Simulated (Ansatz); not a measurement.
# Debugging a many-body input for Nb2Sn2O7 (Fd-3m)

Aim: the G0W0 gap of Nb2Sn2O7 (Fd-3m). The first input has a fault.

Calculated with Ansatz 0.2.0; G0W0 on LDA, plane waves, PAW.

## 1. The system as given

It takes space group Fd-3m (No. 227, cubic). Conventional cell: a = 10.761 Å, b = 10.761 Å, c = 10.761 Å, α = 90.00°, β = 90.00°, γ = 90.00°. Nb has 6 O at 2.02 Å nearest. Sn has 2 O at 2.33 Å nearest. Nearest to O lie 2 Nb at 2.02 Å. Nearest to O lie 4 Sn at 2.33 Å. Farther neighbours, and contacts between anions beyond the nearest, are not listed.

The cell and positions are those that the Materials Project relaxed with its own functionals (PBE, PBE+U or r2SCAN), kept fixed. The default PAW set here is soft_2. Its files were made with PBE.

## 2. First try

Input file input.yaml:

```yaml
crystal:
  lattice:
    - [0.0, 5.380295, 5.380295]
    - [5.380295, 0.0, 5.380295]
    - [5.380295, 5.380295, 0.0]
  atoms:
    - { symbol: Nb, position: [0.125, 0.125, 0.125] }
    - { symbol: Nb, position: [0.625, 0.125, 0.125] }
    - { symbol: Nb, position: [0.125, 0.125, 0.625] }
    - { symbol: Nb, position: [0.125, 0.625, 0.125] }
    - { symbol: Sn, position: [0.625, 0.625, 0.125] }
    - { symbol: Sn, position: [0.625, 0.625, 0.625] }
    - { symbol: Sn, position: [0.125, 0.625, 0.625] }
    - { symbol: Sn, position: [0.625, 0.125, 0.625] }
    - { symbol: O, position: [0.061003, 0.438997, 0.061003] }
    - { symbol: O, position: [0.061003, 0.061003, 0.438997] }
    - { symbol: O, position: [0.811003, 0.188997, 0.811003] }
    - { symbol: O, position: [0.061003, 0.438997, 0.438997] }
    - { symbol: O, position: [0.188997, 0.811003, 0.188997] }
    - { symbol: O, position: [0.438997, 0.061003, 0.061003] }
    - { symbol: O, position: [0.188997, 0.188997, 0.811003] }
    - { symbol: O, position: [0.188997, 0.811003, 0.811003] }
    - { symbol: O, position: [0.75, 0.75, 0.75] }
    - { symbol: O, position: [0.811003, 0.188997, 0.188997] }
    - { symbol: O, position: [0.438997, 0.438997, 0.061003] }
    - { symbol: O, position: [0.811003, 0.811003, 0.188997] }
    - { symbol: O, position: [0.5, 0.5, 0.5] }
    - { symbol: O, position: [0.438997, 0.061003, 0.438997] }
kpoints:
  mp_grid: { grid: [2, 2, 2] }
hamiltonian:
  xc: lda
scf:
  occupations: { method: fixed }
  max_iter: 3
gw:
  n_empty_bands: 328
  ecut_chi: 60
  qp_bands: [v4, c4]
  qp_kpoints: band_edges
  screening: { model: contour_deformation }
```

Started as:

```sh
$ ansatz run input.yaml --threads 24 --pin off --max-ram 82944MiB --backend cuda --events-out ev --progress --plain --runs-dir out --devices 1 --max-vram 78GiB
```

Standard output:

```text
GPUs: using 1 of 1 available (devices: 1).
Engine: ansatz 0.2.0, aarch64-unknown-linux-gnu
Pseudopotentials: kind: paw
Pseudopotential: Nb, paw, valence charge 13, recommended cutoff 420 eV (normal), Nb.paw.azcp
Pseudopotential: Sn, paw, valence charge 14, recommended cutoff 420 eV (normal), Sn.paw.azcp
Pseudopotential: O, paw, valence charge 6, recommended cutoff 420 eV (normal), O.paw.azcp
Functional definition: SPW92
  exchange = slater_x
  correlation = pw_c
device memory: the entry about to start is reckoned to put 5.0 GiB on a device that reports 165.6 GiB free (of which the cap on the GPU budget leaves the run 78.0 GiB)
GPU FFT provider: cuFFT
GPU libraries: cuBLAS 13.8.1, cuFFT 12.4.0, cuSOLVER 12.3.2
GPU matrix products: emulated (plane waves: as basis.precision tells), large ones in fixed point in workspaces of 1.00 GiB
Crystal: 22 atoms, lattice volume = 311.493 Å³
Basis set: ecut = 420 eV, 6081 PW (Γ)
Bands: 118, of which v1, the nominal top of the filled ones, is band 96 counted from 1 (95 counted from 0)
Symmetry: 48 space group operations
Space group: Fd-3m (ITA 227), of the structure as read, at distance tolerance 6.8e-5 Å
k-points: 3 of 8
Non-local potential: Nb, projectors of the file, l = 0: 3, l = 1: 2, l = 2: 2, l = 3: 1
Non-local potential: Sn, projectors of the file, l = 0: 2, l = 1: 2, l = 2: 2, l = 3: 2
Non-local potential: O, projectors of the file, l = 0: 2, l = 1: 2, l = 2: 1
PAW form: soft (Blöchl's): semilocal exchange-correlation on the pseudo side does not see the compensation charge
PAW frozen core: Nb, regenerated for the run's functional, and the local potential with it (the file was generated under x = pbe(κ = 0.804, μ = 0.219515), c = pbe(β = 0.066725))
PAW frozen core: Sn, regenerated for the run's functional, and the local potential with it (the file was generated under x = pbe(κ = 0.804, μ = 0.219515), c = pbe(β = 0.066725))
PAW frozen core: O, regenerated for the run's functional, and the local potential with it (the file was generated under x = pbe(κ = 0.804, μ = 0.219515), c = pbe(β = 0.066725))
PAW one-centre angular grid: Nb, 590 points (default); XC on 64 Gauss nodes
PAW one-centre angular grid: Sn, 590 points (default); XC on 64 Gauss nodes
PAW one-centre angular grid: O, 110 points (default); XC on 64 Gauss nodes
Initial density: superposition of atomic densities (neutral atoms: chi_scale 0, normalization atom), corrected by the library's trained network
Initial wavefunctions: pseudopotential atomic-orbital guess
GPU buffer pool allocated for 157464 grid points (all kernels)
GPU transforms: local potential and band sums: pruned to the plane-wave sphere, on 50×54×54
Functional: x = slater, c = lda
SCF iter   1: F=—  HF=-49073.056699 eV  |F-HF|=—  |Δ(HF+E_count)|=         —  Δρ=1.66e-2  dr2=8.24e-1  ethr=1.77e-3  ⟨swp⟩=9.0  Hψ=3344  notcnv=0
preconditioner: auto → Resta (q_TF=auto, 2.517 Å⁻¹)  ε∞=4.9  [insulator: Δε(μ)=1.082 eV  Ē_g=13.393 eV  n_scr=64 (ndim 8)  ℏωp=26.6 eV  f_vac=0.037  ε∞_Penn≈4.9]
SCF iter   2: F=—  HF=-49072.869817 eV  |F-HF|=—  |Δ(HF+E_count)|=   1.87e-1  Δρ=6.74e-3  dr2=1.73e-1  ethr=4.29e-4  ⟨swp⟩=6.0  Hψ=2167  notcnv=0
SCF iter   3: F=—  HF=-49072.837039 eV  |F-HF|=—  |Δ(HF+E_count)|=   3.28e-2  Δρ=2.91e-3  dr2=3.46e-2  ethr=9.02e-5  ⟨swp⟩=5.7  Hψ=2047  notcnv=0
Error: did not converge after 3 iterations: dr2 = 3.46e-2 (threshold 1.00e-7), under the density mixer `msr1`, which `scf.mixing.algorithm: auto` chose by the deck's other keys (type `scf.mixing.algorithm: msr1` to keep it); at k-index 1, counted from 0 in this SCF's own list of k-points, the highest band that the last eigensolve's fill by count filled, 9.359932 eV, and the lowest that it left empty, 10.525238 eV, la [...]
```

Run time: 1.3 s. Hardware: 1 × NVIDIA GB200 (shared by 2 runs) with 24 threads of Arm Neoverse V2, shared host; peak memory 0.98 GiB.

**What went wrong?**

No converged result was reached; the numbers in the log don't describe the system.

The program's message: “Error: did not converge after 3 iterations: dr2 = 3.46e-2 (threshold 1.00e-7), under the density mixer `msr1`, which `scf.mixing.algorithm: auto` chose by the deck's other keys (type `scf.mixing.algor …”

The fault: too few SCF iterations. The ground state must converge before anything is built on it.

## 3. A better input

G0W0 replaces the xc potential by the self-energy, built once from these orbitals. Only a window of levels is corrected, while the sums run over the empty bands that the input names.

Changes to input.yaml since step 2:

```diff
@@ -34,6 +34,5 @@
   occupations: { method: fixed }
-  max_iter: 3
 gw:
-  n_empty_bands: 328
-  ecut_chi: 60
+  n_empty_bands: 432
+  ecut_chi: 72
   qp_bands: [v4, c4]
```

Standard output:

```text
GPUs: using 1 of 1 available (devices: 1).
[...]
Crystal: 22 atoms, lattice volume = 311.493 Å³
Basis set: ecut = 420 eV, 6081 PW (Γ)
Bands: 118, of which v1, the nominal top of the filled ones, is band 96 counted from 1 (95 counted from 0)
Symmetry: 48 space group operations
[...]
k-points: 3 of 8
[...]
SCF iter   1: F=—  HF=-49073.054512 eV  |F-HF|=—  |Δ(HF+E_count)|=         —  Δρ=1.65e-2  dr2=8.18e-1  ethr=1.77e-3  ⟨swp⟩=4.7  Hψ=1103  notcnv=0  defer=53
[...]
SCF iter   9: F=-49072.824777 eV  HF=-49072.824777 eV  |F-HF|=1.13e-9  |Δ(HF+E_count)|=   4.69e-8  Δρ=1.80e-6  dr2=1.13e-8  ethr=5.21e-11  ⟨swp⟩=10.3  Hψ=1295  notcnv=0
SCF 1 converged in 9 iterations: F = -49072.824777 eV  dr2 = 1.13e-8
[...]
NSCF: frozen V_eff on 3 k-points
[...]
SCF converged after 9 iterations
[...]
1    96      9.3724   -21.7753     2.5416   -19.5699  0.7109     9.7046     9.7085  root
     1    97     10.4680   -13.7273    -5.0077   -19.7054  0.7075    11.5641    11.4384  root ?
     1    98     10.4680   -13.7273    -5.0077   -19.7054  0.7075    11.5641    11.4384  root ?
     1    99     10.4804   -13.4370    -5.1497   -19.5577  0.7071    11.5776    11.4514  root ?
     1   100     10.6167   -13.4820    -5.4717   -19.9492  0.7050    11.7612    11.6122  root ?
     2    93      8.1636   -21.3089     2.6802   -18.8857  0.7034     8.4185     8.4206  root
     2    94      8.1636   -21.3089     2.6802   -18.8857  0.7034     8.4185     8.4206  root
     2    95      9.3176   -21.1448     2.2750   -19.2176  0.7129     9.6614     9.6655  root
     2    96      9.3176   -21.1448     2.2750   -19.2176  0.7129     9.6614     9.6655  root
     2    97     10.4235   -13.1460    -5.1217   -19.2317  0.7109    11.5061    11.3874  root ?
     2    98     10.4235   -13.1460    -5.1217   -19.2317  0.7109    11.5061    11.3874  root ?
     2    99     10.6684   -13.7328    -5.2159   -19.9274  0.7005    11.7712    11.6471  root ?
     2   100     10.6684   -13.7328    -5.2159   -19.9274  0.7005    11.7712    11.6471  root ?
```

It took 2.8 s on 1 × NVIDIA GB200 (shared by 2 runs) with 24 threads; peak memory 1.6 GiB.

Numbers from this step:

- bands summed: 528
- RPA ε∞ on this mesh (eigenvalues): 14.51, 14.51, 14.51
- plane waves in the screening matrix: 411
- q-points in the mesh: 8
- G0W0 gap on the mesh: 1.538 eV
- k of the valence top: 0, 0, -0.5
- k of the conduction bottom: 0, 0, 0
- starting gap on the mesh: 0.8796 eV
- Z at the valence top: 0.7109
- Z at the conduction bottom: 0.7127
- least direct G0W0 gap on the computed points: 1.722 eV

The gap on the mesh goes from 0.88 eV to 1.54 eV, a correction of +0.66 eV. The program marks an edge row as in doubt. Between the two edge states, bare exchange in place of the xc potential would open the gap by 8.33 eV, and correlation takes back 7.67 eV.

## 4. Summary of results

```
first try  : not converged after 1.3 s
better run : G0W0 gap on the mesh 1.54 eV (2×2×2 mesh, 432 empty bands, screening to 72 eV)
```

What this shows: The second run differs in: empty bands, screening cutoff (eV) and iteration cap. Bands and cutoff are finite, so the gap stands short of the basis limit, usually by up to a few tenths of an eV; the mesh is an error of its own. The 2×2×2 mesh is coarse for this cell (its supercell is 15 Å along the shortest edge). The RPA ε∞ on it, from the LDA start, is 14.51; such meshes misread the long-range screening, most where the gap is narrow. The many-body steps are scalar-relativistic: spin-orbit coupling is not in them. The program marks a band-edge row as in doubt, so the gap is less sure than its digits.

[Long decimals in the printed logs are rounded to 6 places.]

[Logs are printed without paths, hosts, clocks, repeated set-up lines and the standing remarks that a program may print on its own settings, such as how far it seeks lower states.]

[Paths, hosts, dates, memory and timing lines, banners, echoed tables and standing remarks are left out of the program output; an Ansatz launch command may be rebuilt from the run's recorded settings. Measured values are a selection of at most five: reports struck by readers or far from the other reports are left out. None is set beside runs whose start may be inverted or whose files or cutoffs have a known fault.]

[Runs of the session that timed out or met a known fault of the program may be left out.]

[Cells called generated may have been cut or substituted from an entry of the Crystallography Open Database or the Materials Project.]

[Hosts, paths, dates, database ids (printed as entryN), source tags and the programs' standing remarks are cut or masked in the printed files.]

[Where the starting crystal was built by hand or by swapping elements, it need not be the compound's stable phase.]
